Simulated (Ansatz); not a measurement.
Reflectivity of Al (Fm-3m) at normal incidence (Ansatz, r2SCAN, independent particles, without spin-orbit coupling, line width 0.1 eV (Gaussian), carrier damping 0.1 eV):

```csv
E (eV),R (%)
1.00,96.1
1.25,95.0
1.50,86.8
1.75,82.9
2.00,89.3
2.25,89.8
2.50,90.3
2.75,90.7
3.00,91.1
3.25,91.3
3.50,91.5
3.75,91.6
4.00,91.6
4.25,91.7
4.50,91.7
4.75,91.8
5.00,91.9
```

Question: What colour would a polished face show in daylight?

Answer: Near white: CIE x = 0.311, y = 0.328, luminous reflectivity 90 % under D65, from the mean over the axes.

[Logs are printed without paths, hosts, clocks, repeated set-up lines and the standing remarks that a program may print on its own settings, such as how far it seeks lower states.]
